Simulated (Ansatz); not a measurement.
An input for Ansatz 0.2.0 (ZnSnN2 (Pna2_1)):

```yaml
crystal:
  lattice:
    - [5.8542731, 0.0, 0.0]
    - [0.0, 6.7374542, 0.0]
    - [0.0, 0.0, 5.48058331]
  atoms:
    - { symbol: Zn, position: [0.58306262, 0.87494525, 0.99881237] }
    - { symbol: Zn, position: [0.41693738, 0.12505475, 0.49881237] }
    - { symbol: Zn, position: [0.91693738, 0.37494525, 0.49881237] }
    - { symbol: Zn, position: [0.08306262, 0.62505475, 0.99881237] }
    - { symbol: Sn, position: [0.58840042, 0.37506264, 0.9992746] }
    - { symbol: Sn, position: [0.41159958, 0.62493736, 0.4992746] }
    - { symbol: Sn, position: [0.91159958, 0.87506264, 0.4992746] }
    - { symbol: Sn, position: [0.08840042, 0.12493736, 0.9992746] }
    - { symbol: "N", position: [0.58239595, 0.37436694, 0.37835473] }
    - { symbol: "N", position: [0.41760405, 0.62563306, 0.87835473] }
    - { symbol: "N", position: [0.91760405, 0.87436694, 0.87835473] }
    - { symbol: "N", position: [0.08239595, 0.12563306, 0.37835473] }
    - { symbol: "N", position: [0.57971582, 0.87578583, 0.37355931] }
    - { symbol: "N", position: [0.42028418, 0.12421417, 0.87355931] }
    - { symbol: "N", position: [0.92028418, 0.37578583, 0.87355931] }
    - { symbol: "N", position: [0.07971582, 0.62421417, 0.37355931] }
kpoints:
  mp_grid: { grid: [2, 2, 4] }
hamiltonian:
  xc: pbe
  pseudopotentials: { kind: paw, source: ansatz }
scf:
  occupations: { method: fixed }
gw:
  n_empty_bands: 505
  ecut_chi: 102
  qp_bands: [v4, c4]
  qp_kpoints: band_edges
  screening: { model: contour_deformation }
```

```sh
ansatz run input.yaml --threads 2 --pin off --max-ram 92160MiB --backend cuda --events-out ev --progress --plain --runs-dir out --devices 1 --max-vram 13GiB
```

How long will it take on 1 × NVIDIA H100 80GB HBM3 (shared by 6 runs) with 2 threads of AMD EPYC 7R13 (Zen 3), shared host, and how much memory?

It took 76 s; on shared hardware allow 38 s to 2.5 min. Peak host memory was 3.8 GiB. The sizes that set the cost: 12571 plane waves a state, 12 irreducible k points, 609 bands summed, 511 plane waves in the screening and 11 SCF cycles.

The screening grows as filled bands × empty bands × pairs of k points, times the square of the screening basis for the matrix.

[Paths, hosts, dates, memory and timing lines, banners, echoed tables and standing remarks are left out of the program output.]

[Logs are printed without paths, hosts, clocks, repeated set-up lines and the standing remarks that a program may print on its own settings, such as how far it seeks lower states.]

[Runs of the session that timed out or met a known fault of the program may be left out.]

[Cells called generated may have been cut or substituted from an entry of the Crystallography Open Database or the Materials Project.]

[Hosts, paths, dates, database ids (printed as entryN), source tags and the programs' standing remarks are cut or masked in the printed files.]
